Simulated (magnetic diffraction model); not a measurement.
# Ba₂NiWS₆ below its ordering temperature

Space group P6_3/mmc (no. 194), a = 6.8820 Å, c = 23.3160 Å.

| site | atom | x | y | z |
| --- | --- | --- | --- | --- |
| 4e | W | 0 | 0 | 0.6765 |
| 2a | Ba | 0 | 0 | 1/2 |
| 4f | Ba | 1/3 | 2/3 | 0.3820 |
| 2d | Ba | 2/3 | 1/3 | 1/4 |
| 4f | Ni | 2/3 | 1/3 | 0.4453 |
| 6g | S | 1/2 | 0 | 1/2 |
| 12k | S | 0.8355 | 0.6709 | 0.3738 |
| 6h | S | 0.1522 | 0.3045 | 1/4 |

This is a made-up structure (elements placed in a structure type, unrelaxed), so the numbers test the method and describe no known phase.

Only Ni is taken to order (form factors of Ni2+); orders and moment sizes are assumed, and not adapted to the symmetry. Radiation: neutrons of λ = 1.8 Å, 2° to 40°; isotropic B of 0.37 Å² (W), 0.41 Å² (Ba), 0.66 Å² (Ni) and 0.74 Å² (S). The intensities are simulated: I ∝ L Σ (|F_N|² + |F_M⊥|²) for unpolarised neutrons, with F_M = 2.695 fm/μB × Σ f(s) S exp(2πi Q·r) exp(−B s²) at Q = H ± k (one set where k and −k are equivalent), only the part normal to Q counting and L = 1/(sin²θ cos θ). For a modulated order the moment at position r is S exp(−2πi k·r) + c.c., with S = m/2 for a sine wave of amplitude m and S = m(u + iv)/2 for moments turning in a plane, u and v being orthogonal unit vectors in it; the phase factor of the sum at Q = H + k is then exp(2πi H·r). Form factors are spin-only for 3d ions and dipole or tabulated for f ions, scattering lengths are Sears's of 1992, and absorption is left out. A label names one of the reflections at its angle. The strongest nuclear line in the range is 100, and lines under 0.2 are left out.

Above the ordering temperature:

```
2θ (°)    index      I
  8.86  (0 0 2)   27.7
 17.93  (1 0 1)   12.4
 19.53  (1 0 2)   42.5
 21.94  (1 0 3)   20.2
 28.37  (1 0 5)   65.9
 30.32  (1 1 0)  100.0
 31.65  (1 1 2)   13.7
 32.10  (1 0 6)   36.7
 35.16  (2 0 0)    2.5
 35.36  (1 1 4)    0.3
 35.97  (0 0 8)   10.7
 36.06  (1 0 7)   18.4
 36.33  (2 0 2)    3.4
 37.74  (2 0 3)   15.2
 39.66  (2 0 4)   19.1
```

Below it (cell unchanged):

| 2θ (°) | I |
| --- | --- |
| 3.32 | 9.6 |
| 5.53 | 3.4 |
| 7.75 | 1.7 |
| 8.86 | 27.7 |
| 9.96 | 1.0 |
| 12.19 | 0.7 |
| 14.41 | 0.5 |
| 16.65 | 0.3 |
| 17.41 | 2.8 |
| 17.69 | 2.7 |
| 17.93 | 12.4 |
| 18.24 | 2.5 |
| 18.88 | 0.3 |
| 19.04 | 2.2 |
| 19.53 | 42.5 |
| 20.06 | 1.9 |
| 21.13 | 0.2 |
| 21.27 | 1.6 |
| 21.94 | 20.2 |
| 22.64 | 1.4 |
| 24.15 | 1.1 |
| 25.77 | 0.9 |
| 27.48 | 0.8 |
| 28.37 | 65.9 |
| 29.28 | 0.7 |
| 30.32 | 100.0 |
| 30.34 | 0.8 |
| 30.51 | 0.8 |
| 30.85 | 0.7 |
| 31.14 | 0.6 |
| 31.34 | 0.7 |
| 31.65 | 13.7 |
| 32.00 | 0.6 |
| 32.10 | 36.7 |
| 32.79 | 0.6 |
| 33.07 | 0.5 |
(The table stops after 36 lines; 23 more lie at higher angle.)

**Question.** Find the propagation vector, then choose among these models:
A. a sine wave with moments along [001] (amplitudes given), 1.76 μB on Ni; signs + at (2/3, 1/3, 0.4453), + at (1/3, 2/3, 0.5547), − at (2/3, 1/3, 0.0547), + at (1/3, 2/3, 0.9453)
B. a sine wave with moments along [010] (amplitudes given), 1.76 μB on Ni; signs + at (2/3, 1/3, 0.4453), + at (1/3, 2/3, 0.5547), − at (2/3, 1/3, 0.0547), + at (1/3, 2/3, 0.9453)
C. moments turning in the plane of [001] and [100], 1.76 μB on Ni; signs + at (2/3, 1/3, 0.4453), + at (1/3, 2/3, 0.5547), − at (2/3, 1/3, 0.0547), + at (1/3, 2/3, 0.9453)
D. moments turning in the plane of [001] and [010], 1.76 μB on Ni; signs + at (2/3, 1/3, 0.4453), + at (1/3, 2/3, 0.5547), − at (2/3, 1/3, 0.0547), + at (1/3, 2/3, 0.9453)

The new lines index as (0 0 3/4) at 3.32°, (0 0 5/4) at 5.53°, (0 0 7/4) at 7.75° and (0 0 9/4) at 9.96°, that is as H ± k with k = (0 0 1/4). Satellites come in pairs about each point of the reciprocal lattice. Below the range, at 1.11°, lies the magnetic line (0 0 1/4) with 87.

Magnetic intensity, observed (below minus above) and for each model:

| 2θ (°) | index | observed | A | B | C | D |
| --- | --- | --- | --- | --- | --- | --- |
| 3.32 | (0 0 3/4) | 9.6 | <0.2 | 9.6 | 9.6 | 9.6 |
| 5.53 | (0 0 5/4) | 3.4 | <0.2 | 3.4 | 3.4 | 3.4 |
| 7.75 | (0 0 7/4) | 1.7 | <0.2 | 1.7 | 1.7 | 1.7 |
| 17.41 | (1 0 1/4) | 2.8 | 1.9 | 0.9 | 2.8 | 2.8 |
| 17.69 | (1 0 3/4) | 2.7 | 1.8 | 0.9 | 2.7 | 2.7 |
| 18.24 | (1 0 5/4) | 2.5 | 1.6 | 0.9 | 2.5 | 2.5 |
| 19.04 | (1 0 7/4) | 2.2 | 1.3 | 0.9 | 2.2 | 2.2 |
| 20.06 | (1 0 9/4) | 1.9 | 1.0 | 0.9 | 1.9 | 1.9 |

Models C and D match alike on every line, so these data can't choose among them (such ties are often domains of one structure).

The structure used: k = (0 0 1/4), moments turning in the plane of [001] and [010], 1.76 μB on Ni; signs + at (2/3, 1/3, 0.4453), + at (1/3, 2/3, 0.5547), − at (2/3, 1/3, 0.0547), + at (1/3, 2/3, 0.9453).

[Logs are printed without paths, hosts, clocks, repeated set-up lines and the standing remarks that a program may print on its own settings, such as how far it seeks lower states.]
